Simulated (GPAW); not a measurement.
Consider YNiC2 (Amm2).

```xyz
4
Lattice="3.6105 0.0000 0.0000 0.0000 2.2428 2.9912 0.0000 -2.2428 2.9912" Properties=species:S:1:pos:R:3 pbc="T T T"
Y     0.0000    0.0000    0.0188
Ni    1.8053    0.0000    3.6698
C     1.8053   -0.6846    1.8140
C     1.8053    0.6846    1.8140
```

Absorber: atom 2, with 2 C at 1.93 Å and 2 C at 1.98 Å (4-fold, site symmetry mm2). Method: GPAW, LDA, excited-electron core hole (neutral cell), 16-atom cell with 5.8 Å between holes, 3×3×3 k points, dipole transitions, Gaussian full width 1.44 eV up to 4 eV, rising linearly to 3.5 eV at 25 eV.

Question: What does the Ni K edge look like?

Main maxima up to 30 eV above the zero (height): 5.7 eV (0.64), 11.7 eV (1.53), 16.2 eV (1.76) and 24.3 eV (1.43). A K edge sees empty p states. The first eV above the zero hold little dipole weight, as the lowest empty bands are of d character; the main edge, of 4p character, rises through 0.6 near 8 eV above the zero. The total-energy difference is 8312.65 eV. The tabulated edge of the element is 8333 eV. The functional leaves an error in such absolute values: in the free atom LDA prices this hole 17.6 eV below PBE (computed apart), and PBE is itself good to a few eV.

The Ni K spectrum (energy from the lowest empty level; intensity scaled to a mean of 1 over the first 20 eV; polarised curves are means over the symmetry-equivalent atoms):

| E (eV) | isotropic | ε ∥ x | ε ∥ y | ε ∥ z |
| --- | --- | --- | --- | --- |
| -2.00 | 0.00 | 0.00 | 0.00 | 0.00 |
| -1.25 | 0.01 | 0.02 | 0.01 | 0.00 |
| -0.50 | 0.09 | 0.18 | 0.06 | 0.03 |
| 0.25 | 0.28 | 0.55 | 0.21 | 0.10 |
| 1.00 | 0.37 | 0.66 | 0.31 | 0.13 |
| 1.75 | 0.34 | 0.55 | 0.33 | 0.14 |
| 2.50 | 0.35 | 0.54 | 0.34 | 0.16 |
| 3.25 | 0.35 | 0.52 | 0.32 | 0.20 |
| 4.00 | 0.37 | 0.55 | 0.26 | 0.30 |
| 4.75 | 0.51 | 0.83 | 0.26 | 0.43 |
| 5.50 | 0.63 | 1.16 | 0.30 | 0.43 |
| 6.25 | 0.58 | 1.20 | 0.24 | 0.30 |
| 7.00 | 0.43 | 0.91 | 0.13 | 0.23 |
| 7.75 | 0.48 | 0.98 | 0.09 | 0.38 |
| 8.50 | 0.75 | 1.61 | 0.11 | 0.54 |
| 9.25 | 1.03 | 2.28 | 0.17 | 0.64 |
| 10.00 | 1.27 | 2.54 | 0.35 | 0.90 |
| 10.75 | 1.44 | 2.29 | 0.69 | 1.35 |
| 11.50 | 1.52 | 1.84 | 1.12 | 1.61 |
| 12.25 | 1.50 | 1.45 | 1.56 | 1.50 |
| 13.00 | 1.43 | 1.11 | 1.92 | 1.25 |
| 13.75 | 1.39 | 0.90 | 2.14 | 1.11 |
| 14.50 | 1.44 | 0.87 | 2.30 | 1.16 |
| 15.25 | 1.62 | 0.93 | 2.52 | 1.42 |
| 16.00 | 1.76 | 0.95 | 2.62 | 1.70 |
| 16.75 | 1.69 | 0.86 | 2.39 | 1.83 |
| 17.50 | 1.50 | 0.73 | 1.95 | 1.82 |
| 18.25 | 1.33 | 0.66 | 1.55 | 1.80 |
| 19.00 | 1.27 | 0.71 | 1.28 | 1.81 |
| 19.75 | 1.26 | 0.86 | 1.10 | 1.82 |
| 20.50 | 1.28 | 1.04 | 0.99 | 1.81 |
| 21.25 | 1.31 | 1.16 | 0.95 | 1.80 |
| 22.00 | 1.34 | 1.21 | 1.01 | 1.81 |
| 22.75 | 1.38 | 1.23 | 1.13 | 1.79 |
| 23.50 | 1.41 | 1.28 | 1.24 | 1.73 |
| 24.25 | 1.43 | 1.36 | 1.29 | 1.64 |
| 25.00 | 1.41 | 1.43 | 1.28 | 1.53 |
| 25.75 | 1.37 | 1.44 | 1.24 | 1.45 |
| 26.50 | 1.32 | 1.38 | 1.17 | 1.40 |
| 27.25 | 1.26 | 1.31 | 1.09 | 1.39 |
| 28.00 | 1.21 | 1.25 | 1.02 | 1.38 |
| 28.75 | 1.18 | 1.21 | 1.00 | 1.33 |
| 29.50 | 1.17 | 1.21 | 1.06 | 1.25 |
| 30.25 | 1.19 | 1.20 | 1.19 | 1.17 |
| 31.00 | 1.22 | 1.19 | 1.35 | 1.12 |
| 31.75 | 1.25 | 1.14 | 1.50 | 1.09 |

The hole lies in one spin channel, while the script sums the empty states of both and takes the lower zero; where the two channels are split, this blurs and shifts the curve. Quadrupole 1s→3d transitions, which feed the pre-edge, are not in the dipole spectrum. The starting moments shrank to 0.00 μB or less, so this is hardly a magnetic state. The holes are only 5.8 Å apart, so the shape is probably not converged with cell size; no larger cell was run here. The mesh is coarse (0.37 Å⁻¹ between points), so small maxima may be mesh ripples. Lifetime broadening is put in by hand, and intensities beyond about 20 eV depend on it and on the partial waves. The structure is a computed Materials Project entry and may be a hypothetical form.

[Banner, clock and machine lines of the logs are left out without a mark of their own.]

[Logs are printed without paths, hosts, clocks, repeated set-up lines and the standing remarks that a program may print on its own settings, such as how far it seeks lower states.]

[Hosts, paths, dates, database ids (printed as entryN), source tags and the programs' standing remarks are cut or masked in the printed files.]

[Lists of maxima count a maximum above −3 eV only where it reaches 4 % of the highest in the window and stands out from its surroundings by 2 % of it (1.5 % where it reaches 55 %); shoulders and weaker maxima are passed over, and of the rest the first, up to two pre-edge ones and the few strongest are named.]
